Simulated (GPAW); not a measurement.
# Al K ELNES/XANES of Al (Aluminum, Fm-3m) from DFT, part 2 of 3

Aim: the dependence of the Al K near-edge features of Al (Aluminum, Fm-3m) on volume.

GPAW 26.7.0; X-ray absorption from dipole matrix elements to empty bands, plane-wave PAW PBE.

So far. Step 2 (The field without a hole): The mesh shows no gap, so the system is treated as a metal and the core electron is put at the Fermi level (neutral cell).

### 4. Spectrum with XCH, Al atom 1

The holes are 5.7 Å apart. In GPAW the data set carries the hole's charge, so charge=0 means a charged cell and charge=-1 a neutral one. The excited electron is kept in the cell, where it fills the lowest empty states and screens the hole. After the field has converged, empty bands are computed with the density fixed and the dipole matrix elements are summed.

The absorber has 12 Al at 2.86 Å (cuboctahedral, site symmetry m-3m).

Input file xas.py:

```python
import numpy as np
from ase import Atoms
from ase.parallel import parprint, paropen
from gpaw import GPAW, PW, FermiDirac, Mixer, MixerDif, setup_paths
from gpaw.test import gen
setup_paths.insert(0, '.')
gen('Al', name='fch1s', xcname='PBE', corehole=(1, 0, 1), write_xml=True)
from gpaw.mpi import world
world.barrier()

atoms = Atoms('Al8',
    cell=[[0, 4.04961, 4.04961],
     [4.04961, 0, 4.04961],
     [4.04961, 4.04961, 0]],
    scaled_positions=[[0, 0, 0],
     [0, 0, 0.5],
     [0, 0.5, 0],
     [0.5, 0, 0],
     [0, 0.5, 0.5],
     [0.5, 0, 0.5],
     [0.5, 0.5, 0],
     [0.5, 0.5, 0.5]],
    pbc=True)
atoms.calc = calc = GPAW(legacy_gpaw=True, mode=PW(430, force_complex_dtype=True), xc='PBE', setups={0: 'fch1s'},
    kpts={'size': (5, 5, 5), 'gamma': True}, occupations=FermiDirac(0.1),
    charge=-1, mixer=Mixer(0.1, 5, 50), maxiter=150,
    convergence={'density': 0.0001, 'eigenstates': 1e-6}, txt='scf.txt')
energy = atoms.get_potential_energy() + calc.get_reference_energy()
ef = calc.get_fermi_level()
out = dict(energy=energy, fermi=ef, forces=atoms.get_forces().tolist())
parprint(f'all-electron energy {energy:.4f} eV, Fermi level {ef:.4f} eV')
ev = np.array([[calc.get_eigenvalues(k, s) for k in range(len(calc.get_ibz_k_points()))] for s in range(calc.get_number_of_spins())])
out['homo'], out['lumo'], out['counts'] = ev[ev < ef].max(), ev[ev > ef].min(), sorted(set((ev < ef).sum((0, 2)).tolist()))
out['filled'] = (ev[:, 0] < ef).sum(1).tolist()

from ase.units import Ha
from gpaw.xas import dipole_matrix_elements
nb = int(calc.get_number_of_electrons() / 2) + 82
top, nb = nb, nb + 8 + nb // 12
nscf = calc.fixed_density(kpts={'size': (7, 7, 7), 'gamma': True}, nbands=nb,
    convergence={'bands': top, 'eigenstates': 5e-3}, maxiter=60, txt='nscf.txt')
cell = atoms.cell.array
ops = [cell.T @ U.T @ np.linalg.inv(cell.T) for U in nscf.wfs.kd.symmetry.op_scc]
E = np.arange(-6, 34, 0.1)
fwhm = np.interp(E, [4, 25], [0.9, 3.5])
Y, X, zero, highest = 0, 0, 1e9, 1e9
for spin in range(nscf.get_number_of_spins()):
    wfs = nscf.wfs
    mine = wfs.bd.get_slice()  # this rank's bands
    A = dipole_matrix_elements(wfs.setups[0])
    eps = np.zeros((wfs.kd.nibzkpts, nb))
    d = np.zeros((3, A.shape[1], wfs.kd.nibzkpts, nb), complex)
    for kpt in wfs.kpt_u:
        if kpt.s == spin and 0 in kpt.P_ani:
            eps[kpt.k, mine] = kpt.eps_n * Ha
            d[:, :, kpt.k, mine] = (kpt.weight * wfs.nspins / 2) ** 0.5 * np.inner(A, kpt.P_ani[0])
    world.sum(eps)
    world.sum(d)
    T = np.einsum('amkn,bmkn->abkn', d, d.conj()).real
    T = sum(np.einsum('ai,ijkn,bj->abkn', R, T, R) for R in ops) / len(ops)
    empty = eps > ef
    zero, highest = min(zero, eps[empty].min()), min(highest, eps[:, top - 1].min())
    lines = [(eps, T, empty)] if spin == 0 else lines + [(eps, T, empty)]
for eps, T, empty in lines:
    f = np.einsum('aakn->akn', T).reshape(3, -1)
    x = eps.ravel() - zero
    w = np.interp(x, E, fwhm) / 2.35482
    g = np.exp(-0.5 * ((E[:, None] - x) / w) ** 2) / (w * (2 * np.pi) ** 0.5)
    Y = Y + (f * empty.ravel()) @ g.T
    X = X + (f * ~empty.ravel()) @ g.T
out.update(E=E.round(2).tolist(), xas=Y.tolist(), xes=X.tolist(), zero=zero, valid=highest - zero, nk=len(eps), nb=nb)
for i in range(0, len(E), 10):
    parprint(f'{E[i]:7.2f}', *(f'{v:10.3e}' for v in Y[:, i]))
import json
with paropen('out.json', 'w') as f:
    json.dump(out, f)
```

Command:

```
OMP_NUM_THREADS=1 mpirun -n 4 gpaw python xas.py
```

Numbers of over 12 decimals in the logs are rounded to 6 here.

What it wrote:

```text
Input parameters:
  charge: -1
  convergence: {density: 0.0001,
                eigenstates: 1e-06}
  kpts: {gamma: True,
         size: (5, 5, 5)}
  maxiter: 150
  mixer: {backend: pulay,
          beta: 0.1,
          method: separate,
          nmaxold: 5,
          weight: 50}
  mode: {ecut: 430.0,
         force_complex_dtype: True,
         name: pw}
  occupations: {fixmagmom: False,
                name: fermi-dirac,
                width: 0.1}
  setups: {0: fch1s}
  xc: PBE

Initialize ...

[... PAW data sets ...]

Reference energy: -51247.181912  # eV

Spin-paired calculation

[... convergence settings ...]
Symmetries present (total): 48
  [... symmetry matrices ...]

125 k-points: 5 x 5 x 5 Monkhorst-Pack grid
10 k-points in the irreducible part of the Brillouin zone
       k-points in crystal coordinates                weights
   0:     0.00000000    0.00000000    0.00000000          1/125
   1:     0.20000000    0.20000000    0.00000000          6/125
   2:     0.20000000    0.20000000    0.20000000          8/125
   3:     0.40000000    0.20000000   -0.20000000         24/125
   4:     0.40000000    0.20000000    0.20000000         12/125
   5:     0.40000000    0.40000000   -0.40000000         24/125
   6:     0.40000000    0.40000000   -0.20000000         12/125
   7:     0.40000000    0.40000000    0.00000000          6/125
   8:     0.40000000    0.40000000    0.20000000         24/125
   9:     0.40000000    0.40000000    0.40000000          8/125

Wave functions: Plane wave expansion
  Cutoff energy: 430.000 eV
  Number of coefficients (min, max): 2668, 2733
  Pulay-stress correction: 0.000000 eV/Ang^3 (de/decut=0.000000)
  Using FFTW library
  Wavefunction extrapolation:
    Improved wavefunction reuse through dual PAW basis

Occupation numbers: Fermi-Dirac:
  width: 0.1000  # eV

Eigensolver
   Davidson(niter=2)

Densities:
  Coarse grid: 28*28*28 grid
  Fine grid: 56*56*56 grid
  Total Charge: 0.000000

Density mixing:
  Method: separate
  Backend: pulay
  Linear mixing parameter: 0.1
  old densities: 5
  Width of damping distribution: 1.1
  Damping of long wavelength oscillations: 50

[... Hamiltonian set-up ...]
Number of atoms: 8
Number of atomic orbitals: 32
Number of bands in calculation: 19
Number of valence electrons: 25
Bands to converge: occupied

... initialized

Initializing position-dependent things.

Density initialized from atomic densities
Creating initial wave functions:
  19 bands from LCAO basis set

                    Al
             Al
               Al

        Al         Al
            Al
             Al
       Al

Atomic positions and initial magnetic moments

Positions:
   0 Al     0.000000    0.000000    0.000000    ( 0.0000,  0.0000,  0.0000)
   1 Al     2.024805    2.024805    0.000000    ( 0.0000,  0.0000,  0.0000)
   2 Al     2.024805    0.000000    2.024805    ( 0.0000,  0.0000,  0.0000)
   3 Al     0.000000    2.024805    2.024805    ( 0.0000,  0.0000,  0.0000)
   4 Al     4.049610    2.024805    2.024805    ( 0.0000,  0.0000,  0.0000)
   5 Al     2.024805    4.049610    2.024805    ( 0.0000,  0.0000,  0.0000)
   6 Al     2.024805    2.024805    4.049610    ( 0.0000,  0.0000,  0.0000)
   7 Al     4.049610    4.049610    4.049610    ( 0.0000,  0.0000,  0.0000)

Unit cell:
           periodic     x           y           z      points  spacing
  1. axis:    yes    0.000000    4.049610    4.049610    28     0.1670
  2. axis:    yes    4.049610    0.000000    4.049610    28     0.1670
  3. axis:    yes    4.049610    4.049610    0.000000    28     0.1670

  Lengths:   5.727013   5.727013   5.727013
  Angles:   60.000000  60.000000  60.000000

Effective grid spacing dv^(1/3) = 0.1822

iter:   1   -40.040181
iter:   2   -39.495224   -2.20  -0.82
iter:   3   -39.010009   -1.77  -0.88
iter:   4   -38.986583   -3.27  -1.09
iter:   5   -38.983562   -3.59  -1.40
iter:   6   -38.986288c  -3.59  -2.12
iter:   7   -38.984535c  -3.57  -2.26
iter:   8   -38.984327c  -3.81  -2.41
iter:   9   -38.982999c  -4.58  -2.54
iter:  10   -38.983001c  -6.40c -3.50
iter:  11   -38.983019c  -7.12c -3.58
iter:  12   -38.983000c  -6.83c -3.67
iter:  13   -38.983008c  -7.22c -3.75
iter:  14   -38.983013c  -7.50c -4.02c

Converged after 14 iterations.

Dipole moment: (-0.000000, -0.000000, -0.000000) |e|*Ang

Energy contributions relative to reference atoms: (reference = -51247.181912)

Kinetic:        +31.595167
Potential:      -19.666301
External:        +0.000000
XC:             -50.739371
Entropy (-ST):   -0.154872
Local:           -0.095071
SIC:             +0.000000
--------------------------
Free energy:    -39.060449
Extrapolated:   -38.983013

Showing only first 2 kpts
 Kpt  Band  Eigenvalues  Occupancy
  0    10      4.05350    2.00000
  0    11      4.05350    2.00000
  0    12      5.08296    2.00000
  0    13      5.57804    2.00000

  1    10      4.74712    2.00000
  1    11      4.78214    2.00000
  1    12      5.65789    2.00000
[...]
Fermi level: 7.25976

No gap
No difference between direct/indirect transitions

Forces in eV/Ang:
  0 Al   -0.00000    0.00000   -0.00000
  1 Al    0.00000    0.00000   -0.00000
  2 Al    0.00000    0.00000    0.00000
  3 Al    0.00000    0.00000    0.00000
  4 Al    0.00000    0.00000    0.00000
  5 Al    0.00000   -0.00000    0.00000
  6 Al    0.00000    0.00000   -0.00000
  7 Al    0.00000   -0.00000   -0.00000
Scalar-relativistic atomic PBE calculation for Al (Aluminium, Z=13)
Core hole in 1s state (1s occupation: 1.0)
450 radial gridpoints.
|------------------------------------------------|
|------------------------------------------------|
[... the atom generator's iteration count ...]

Energy contributions:
-------------------------
Kinetic:     +184.765236
XC:           -14.896209
Potential:   -354.468924
-------------------------
Total:       -184.599897

state      eigenvalue         ekin         rmax
-----------------------------------------------
1s^1.0 :   -60.636300    82.700333        0.077
2s^2.0 :    -5.219564    12.417049        0.471
2p^6.0 :    -3.893803    12.090812        0.390
3s^2.0 :    -0.681863     1.698318        1.791
3p^1.0 :    -0.434383     1.289297        2.020
-----------------------------------------------
(units: Bohr and Hartree)

Generating PAW setup
Kinetic energy of the core from tauc = 180.397025
Cutoffs:
rc(s)=2.050
rc(p)=2.050
rc(d)=2.050
rc(vbar)=1.845
rc(comp)=2.050
rc(nct)=2.050

Kinetic energy of the core states: 180.079303
Charge: 1.0
Core electrons: 9.0
Valence electrons: 3.0
Pseudo-core charge: 0.164936
Shape function alpha=2.380
Pseudo-electron charge 3.417904
state    eigenvalue         norm
--------------------------------
3s(2) :    -0.681863     1.122160
*s    :     0.318137
3p(1) :    -0.434383     1.008647
*p    :     0.565617
*d    :     0.000000
--------------------------------

Diagonalizing with gridspacing h=0.050

state   all-electron     PAW
-------------------------------
3s:      -0.681863    -0.682021
3p:      -0.434383    -0.434559
*d:                   -0.135907
*f:                   -0.021975
-------------------------------
all-electron energy -51286.1649 eV, Fermi level 7.2598 eV
[...]
31.00  7.963e-06  7.963e-06  7.963e-06
  32.00  9.134e-06  9.134e-06  9.134e-06
  33.00  9.553e-06  9.553e-06  9.553e-06
```

Wall time 30 s (4 MPI ranks of Arm Neoverse V1, shared host); peak memory 0.25 GiB; 2 min of CPU time.

The Al K spectrum, Al atom 1, excited-electron core hole (neutral cell) (energy from the lowest empty level; intensity scaled to a mean of 1 over the first 20 eV):

```
E (eV)  intensity
  -2.0       0.00
  -1.0       0.00
   0.0       0.38
   1.0       0.88
   2.0       1.00
   3.0       1.10
   4.0       1.48
   5.0       1.38
   6.0       1.22
   7.0       0.99
   8.0       0.92
   9.0       0.90
  10.0       0.95
  11.0       1.11
  12.0       1.20
  13.0       1.08
  14.0       1.06
  15.0       0.94
  16.0       0.88
  17.0       0.85
  18.0       0.75
  19.0       0.70
  20.0       0.67
  21.0       0.61
  22.0       0.51
  23.0       0.41
  24.0       0.33
  25.0       0.26
  26.0       0.23
  27.0       0.26
  28.0       0.36
  29.0       0.56
```

Main maxima below 24 eV (height): 2.8 eV (1.12), 4.3 eV (1.60) and 11.8 eV (1.21). A K edge sees empty p states on the absorber.

The total-energy difference is 1570.97 eV. One term is added: -13.99 eV, since the hole is spin-paired here and a spin-polarised one costs that much less in the free atom (computed apart). The photon energy is then 1556.98 eV. The tabulated edge of the element is 1559 eV. The functional leaves an error of a few eV in such absolute values.

### 5. Supercell without a hole, the energy reference

The cell changes for the next run, so it gets a reference energy of its own.

The cell differs from the one that the last finished run ended in (a 5.727 → 5.610 Å, b 5.727 → 5.610 Å, c 5.727 → 5.610 Å).

Input file scf.py:

```python
import numpy as np
from ase import Atoms
from ase.parallel import parprint, paropen
from gpaw import GPAW, PW, FermiDirac, Mixer, MixerDif, setup_paths
from gpaw.test import gen
setup_paths.insert(0, '.')
gen('Al', name='nch1s', xcname='PBE', corehole=(1, 0, 0), write_xml=True)
from gpaw.mpi import world
world.barrier()

atoms = Atoms('Al8',
    cell=[[0, 3.9669417, 3.9669417],
     [3.9669417, 0, 3.9669417],
     [3.9669417, 3.9669417, 0]],
    scaled_positions=[[0, 0, 0],
     [0, 0, 0.5],
     [0, 0.5, 0],
     [0.5, 0, 0],
     [0, 0.5, 0.5],
     [0.5, 0, 0.5],
     [0.5, 0.5, 0],
     [0.5, 0.5, 0.5]],
    pbc=True)
atoms.calc = calc = GPAW(legacy_gpaw=True, mode=PW(430, force_complex_dtype=True), xc='PBE', setups={0: 'nch1s'},
    kpts={'size': (5, 5, 5), 'gamma': True}, occupations=FermiDirac(0.1),
    charge=0, mixer=Mixer(0.1, 5, 50), maxiter=150,
    convergence={'density': 0.0001, 'eigenstates': 1e-6}, txt='scf.txt')
energy = atoms.get_potential_energy() + calc.get_reference_energy()
ef = calc.get_fermi_level()
out = dict(energy=energy, fermi=ef, forces=atoms.get_forces().tolist())
parprint(f'all-electron energy {energy:.4f} eV, Fermi level {ef:.4f} eV')
ev = np.array([[calc.get_eigenvalues(k, s) for k in range(len(calc.get_ibz_k_points()))] for s in range(calc.get_number_of_spins())])
out['homo'], out['lumo'], out['counts'] = ev[ev < ef].max(), ev[ev > ef].min(), sorted(set((ev < ef).sum((0, 2)).tolist()))
out['filled'] = (ev[:, 0] < ef).sum(1).tolist()
import json
with paropen('out.json', 'w') as f:
    json.dump(out, f)
```

Command:

```
OMP_NUM_THREADS=1 mpirun -n 4 gpaw python scf.py
```

What it wrote:

```text
Input parameters:
  convergence: {density: 0.0001,
                eigenstates: 1e-06}
  kpts: {gamma: True,
         size: (5, 5, 5)}
  maxiter: 150
  mixer: {backend: pulay,
          beta: 0.1,
          method: separate,
          nmaxold: 5,
          weight: 50}
  mode: {ecut: 430.0,
         force_complex_dtype: True,
         name: pw}
  occupations: {fixmagmom: False,
                name: fermi-dirac,
[...]
--------------------------------
3s(2) :    -0.284901     1.047805
*s    :     0.715099
3p(1) :    -0.099662     0.998886
*p    :     0.900338
*d    :     0.000000
--------------------------------

Diagonalizing with gridspacing h=0.050

state   all-electron     PAW
-------------------------------
3s:      -0.284901    -0.284982
3p:      -0.099662    -0.099717
*d:                    0.026616
*f:                    0.063447
-------------------------------
all-electron energy -52857.0392 eV, Fermi level 7.8076 eV
[key lines of the parts left out:]
Converged after 9 iterations.
Dipole moment: (0.000000, 0.000000, 0.000000) |e|*Ang
Free energy:    -29.728045
Fermi level: 7.80762
```

Elapsed: 6.1 s, on 4 MPI ranks; peak memory 0.19 GiB.

Reference energy: -52857.039 eV with the cores included.

### 6. Spectrum with XCH, Al atom 1

Shorter bonds are expected to push antibonding states and scattering resonances up, and longer ones down; the cell is scaled to test that.

Changed against the first core-hole run: volume scale from 1 to 0.94.

xas.py, as its differences from that of step 4:

```diff
@@ -11,5 +11,5 @@
 atoms = Atoms('Al8',
-    cell=[[0, 4.04961, 4.04961],
-     [4.04961, 0, 4.04961],
-     [4.04961, 4.04961, 0]],
+    cell=[[0, 3.9669417, 3.9669417],
+     [3.9669417, 0, 3.9669417],
+     [3.9669417, 3.9669417, 0]],
     scaled_positions=[[0, 0, 0],
@@ -37,3 +37,3 @@
 from gpaw.xas import dipole_matrix_elements
-nb = int(calc.get_number_of_electrons() / 2) + 82
+nb = int(calc.get_number_of_electrons() / 2) + 77
 top, nb = nb, nb + 8 + nb // 12
```

Command:

```
OMP_NUM_THREADS=1 mpirun -n 4 gpaw python xas.py
```

What it wrote:

```text
Input parameters:
  charge: -1
  convergence: {density: 0.0001,
                eigenstates: 1e-06}
  kpts: {gamma: True,
         size: (5, 5, 5)}
  maxiter: 150
  mixer: {backend: pulay,
          beta: 0.1,
          method: separate,
          nmaxold: 5,
          weight: 50}
  mode: {ecut: 430.0,
         force_complex_dtype: True,
         name: pw}
  occupations: {fixmagmom: False,
[...]
*p    :     0.565617
*d    :     0.000000
--------------------------------

Diagonalizing with gridspacing h=0.050

state   all-electron     PAW
-------------------------------
3s:      -0.681863    -0.682021
3p:      -0.434383    -0.434559
*d:                   -0.135907
*f:                   -0.021975
-------------------------------
all-electron energy -51286.1555 eV, Fermi level 7.8803 eV
[...]
32.00  6.923e-06  6.923e-06  6.923e-06
  33.00  8.123e-06  8.123e-06  8.123e-06
[key lines of the parts left out:]
Converged after 14 iterations.
Dipole moment: (0.000000, 0.000000, 0.000000) |e|*Ang
Free energy:    -39.048374
Fermi level: 7.88029
```

The job ended after 28 s (4 MPI ranks; peak memory 0.24 GiB; 1.9 min of CPU time).

```
E (eV)  first run  this run
  -2.0       0.00      0.00
  -1.0       0.00      0.00
   0.0       0.38      0.32
   1.0       0.88      0.81
   2.0       1.00      0.90
   3.0       1.10      1.06
   4.0       1.48      1.17
   5.0       1.38      1.40
   6.0       1.22      1.27
   7.0       0.99      1.06
   8.0       0.92      0.88
   9.0       0.90      0.89
  10.0       0.95      0.89
  11.0       1.11      1.00
  12.0       1.20      1.20
  13.0       1.08      1.18
  14.0       1.06      1.11
  15.0       0.94      1.07
  16.0       0.88      0.94
  17.0       0.85      0.91
  18.0       0.75      0.85
  19.0       0.70      0.75
  20.0       0.67      0.70
  21.0       0.61      0.66
  22.0       0.51      0.60
  23.0       0.41      0.50
  24.0       0.33      0.41
  25.0       0.26      0.33
  26.0       0.23      0.26
  27.0       0.26      0.23
  28.0       0.36      0.24
  29.0       0.56      0.30
```

Against the first run the r.m.s. difference is 9 %. The highest intensity below 16 eV goes from 4.3 eV (1.60) to 4.6 eV (1.52).

The photon energy of the zero moves by -0.09 eV.

### 7. Reference energy of the supercell

The cell changes for the next run, so it gets a reference energy of its own.

The cell differs from the one that the last finished run ended in (a 5.610 → 5.669 Å, b 5.610 → 5.669 Å, c 5.610 → 5.669 Å).

scf.py, as its differences from that of step 5:

```diff
@@ -11,5 +11,5 @@
 atoms = Atoms('Al8',
-    cell=[[0, 3.9669417, 3.9669417],
-     [3.9669417, 0, 3.9669417],
-     [3.9669417, 3.9669417, 0]],
+    cell=[[0, 4.00870205, 4.00870205],
+     [4.00870205, 0, 4.00870205],
+     [4.00870205, 4.00870205, 0]],
     scaled_positions=[[0, 0, 0],
```

Command:

```
OMP_NUM_THREADS=1 mpirun -n 4 gpaw python scf.py
```

What it wrote:

```text
Input parameters:
  convergence: {density: 0.0001,
                eigenstates: 1e-06}
  kpts: {gamma: True,
         size: (5, 5, 5)}
  maxiter: 150
  mixer: {backend: pulay,
          beta: 0.1,
          method: separate,
          nmaxold: 5,
          weight: 50}
  mode: {ecut: 430.0,
         force_complex_dtype: True,
         name: pw}
  occupations: {fixmagmom: False,
                name: fermi-dirac,
[...]
--------------------------------
3s(2) :    -0.284901     1.047805
*s    :     0.715099
3p(1) :    -0.099662     0.998886
*p    :     0.900338
*d    :     0.000000
--------------------------------

Diagonalizing with gridspacing h=0.050

state   all-electron     PAW
-------------------------------
3s:      -0.284901    -0.284982
3p:      -0.099662    -0.099717
*d:                    0.026616
*f:                    0.063447
-------------------------------
all-electron energy -52857.1210 eV, Fermi level 7.5048 eV
[key lines of the parts left out:]
Converged after 9 iterations.
Dipole moment: (-0.000000, -0.000000, -0.000000) |e|*Ang
Free energy:    -29.813975
Fermi level: 7.50476
```

The job ended after 5.9 s (4 MPI ranks; peak memory 0.19 GiB; 23 s of CPU time).

Reference energy: -52857.121 eV with the cores included.

(Part 2 of 3 ends here.)

[Banner, clock and machine lines of the logs are left out without a mark of their own.]

[Logs are printed without paths, hosts, clocks, repeated set-up lines and the standing remarks that a program may print on its own settings, such as how far it seeks lower states.]

[Hosts, paths, dates, database ids (printed as entryN), source tags and the programs' standing remarks are cut or masked in the printed files.]

[Lists of maxima count a maximum above −3 eV only where it reaches 4 % of the highest in the window and stands out from its surroundings by 2 % of it (1.5 % where it reaches 55 %); shoulders and weaker maxima are passed over, and of the rest the first, up to two pre-edge ones and the few strongest are named.]
